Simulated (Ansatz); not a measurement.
# ScAlB4 (built on the sites of a database entry of ScB2): a soft mode frozen in, part 3 of 3

Which phase does ScAlB4 (built on the sites of a database entry of ScB2) fall into along its unstable mode, and how much energy does it gain?

Ansatz 0.2.0; DFT LDA, scalar-relativistic, plane waves, PAW.

So far. Step 4 (The mode frozen in, largest atomic shift 0.32 Å): The run ends at a pressure of 4.18 GPa, with forces up to 0.84 eV/Å. Step 5 (Energy along the mode, all amplitudes (two of the runs …): The lowest of the steps tried is at 0.32 Å, 23.3 meV/atom below the parent; the bottom of the well need not coincide with a step.

The structure was built from a prototype and need not be the compound's stable phase.

## Step 6: Relaxing from the distorted cell (continued)

Step by step (22 of 38):

| step | energy less that of the first step (eV) | largest force component (eV/Å) | pressure (GPa) | volume (Å³) |
| --- | --- | --- | --- | --- |
| 1 | 0.0000 | 0.6096 | 4.18 | 107.41 |
| 3 | -1.1570 | 0.8751 | -2.06 | 111.37 |
| 5 | -2.7210 | 0.8344 | -0.57 | 111.52 |
| 6 | -3.3966 | 0.6283 | 2.53 | 111.74 |
| 8 | -3.8236 | 0.6353 | -3.24 | 115.41 |
| 10 | -4.1108 | 0.2440 | -0.50 | 113.13 |
| 12 | -4.2346 | 0.5556 | 1.65 | 111.08 |
| 13 | -4.2570 | 0.4358 | 3.15 | 110.33 |
| 15 | -4.3545 | 0.6892 | -1.37 | 113.82 |
| 17 | -4.7962 | 0.9375 | -1.58 | 115.10 |
| 19 | -5.2277 | 0.3080 | -1.23 | 115.40 |
| 20 | -5.4470 | 0.3842 | 0.22 | 114.99 |
| 22 | -6.1031 | 0.5700 | 1.03 | 115.17 |
| 24 | -6.7131 | 0.4968 | 0.32 | 116.90 |
| 26 | -6.9447 | 0.5603 | -0.26 | 115.05 |
| 27 | -7.1073 | 0.7681 | 0.97 | 112.08 |
| 29 | -7.2171 | 0.0777 | 0.11 | 112.94 |
| 31 | -7.2208 | 0.0169 | -0.02 | 112.95 |
| 33 | -7.2209 | 0.0023 | 0.00 | 112.93 |
| 34 | -7.2209 | 0.0003 | 0.00 | 112.94 |
| 36 | -7.2406 | 0.0078 | -0.07 | 113.08 |
| 38* | -7.2409 | 0.0018 | -0.01 | 113.06 |

Relaxation steps marked * repeat the geometry before them on a plane-wave basis chosen anew for their cell, so energy and pressure can jump there. Other such steps can lie between the rows shown. Relaxation steps 8, 18 were tried and not accepted.

The run keeps the 2 symmetry operations that it works with, so distortions that break them were not tested.

| cell as run | before | after | change |
| --- | --- | --- | --- |
| a (Å) | 4.235 | 4.372 | +3.2 % |
| b (Å) | 4.235 | 4.544 | +7.3 % |
| c (Å) | 5.989 | 5.690 | -5.0 % |
| volume (Å³/atom) | 8.95 | 9.42 | +5.3 % |

The atoms that moved most (Å, as changes of fractional coordinates times the final cell):

| atom | dx | dy | dz | length |
| --- | --- | --- | --- | --- |
| B12 | -1.263 | 0.607 | 0.900 | 1.665 |
| B9 | -1.263 | -0.607 | -0.900 | 1.665 |
| B6 | 0.161 | -0.870 | -1.250 | 1.532 |
| B7 | 0.161 | 0.870 | 1.250 | 1.532 |
| B10 | 0.552 | -0.326 | -1.258 | 1.411 |
| B11 | 0.552 | 0.326 | 1.258 | 1.411 |
| Sc2 | 0.365 | 0.459 | 1.062 | 1.213 |
| Sc1 | 0.365 | -0.459 | -1.062 | 1.213 |

Final coordinates:

```xyz
12
Lattice="0.0000 -3.0916 -3.0915 0.0000 3.2134 -3.2133 5.6902 0.0000 0.0000" Properties=species:S:1:pos:R:3 pbc="T T T"
Sc    4.6326    1.2641   -2.8100
Sc    1.7875   -1.2032   -0.3424
Al    2.8746   -0.8739   -3.7633
Al    0.0295    0.9349    0.6109
B     0.9752    1.0210   -1.4125
B     3.8203   -2.8975   -3.6771
B     0.9752   -0.1332   -2.5667
B     3.8203   -0.9601   -1.7399
B     3.5803    0.5979   -5.2350
B     2.6100    0.3746   -1.9203
B     5.4551   -0.3137   -1.2321
B     0.7353    2.6765   -1.1307
```

This step gave:

```
pressure        : -0.005487 GPa
volume per atom : 9.421 Å³
```

The distorted start has space group P2_1; the relaxation ends in Pmc2_1.

## Step 7: What came out

```json
{
  "unstable mode of the parent": "q = (0, -0.5, -0.5), 185i cm⁻¹",
  "depth at the lowest point sampled": "23.3 meV/atom",
  "largest atomic shift at that point": "0.32 Å",
  "space group reached (within 0.01 Å)": "Pmc2_1",
  "energy gained over the parent (first relaxation, on the mesh of the frozen mode)": "627 meV/atom",
  "volume per atom, phase reached": "9.42 Å³"
}
```

**Reading.** From this start the structure relaxes into Pmc2_1, 627 meV/atom below the parent. At the parent's cell the well is 23.28 meV/atom deep on the steps tried, with its lowest point at a shift of 0.32 Å. Relaxing atoms and cell changes the gain by +603.43 meV/atom against the lowest step (energies at zero smearing). Most of the total comes from this relaxation. The frozen pattern makes up only 9 % of the final shifts of the atoms, so other modes or strain give most of the change. The modes of the phase reached were not computed on this path. Of the 4 patterns followed to their end from this parent, this one reaches the lowest energy. Each path keeps the symmetry of its pattern, so a lower phase may lie along a pattern not tried. With no gap, or one that is small against the smearing, the frequencies hang on the k mesh and the smearing, most of all near Kohn anomalies. The starting cell was built on a prototype and not taken from a measurement, so the phase need not exist.

[Logs are printed without paths, hosts, clocks, repeated set-up lines and the standing remarks that a program may print on its own settings, such as how far it seeks lower states.]

[Hosts, paths, dates, database ids (printed as entryN), source tags and the programs' standing remarks are cut or masked in the printed files.]
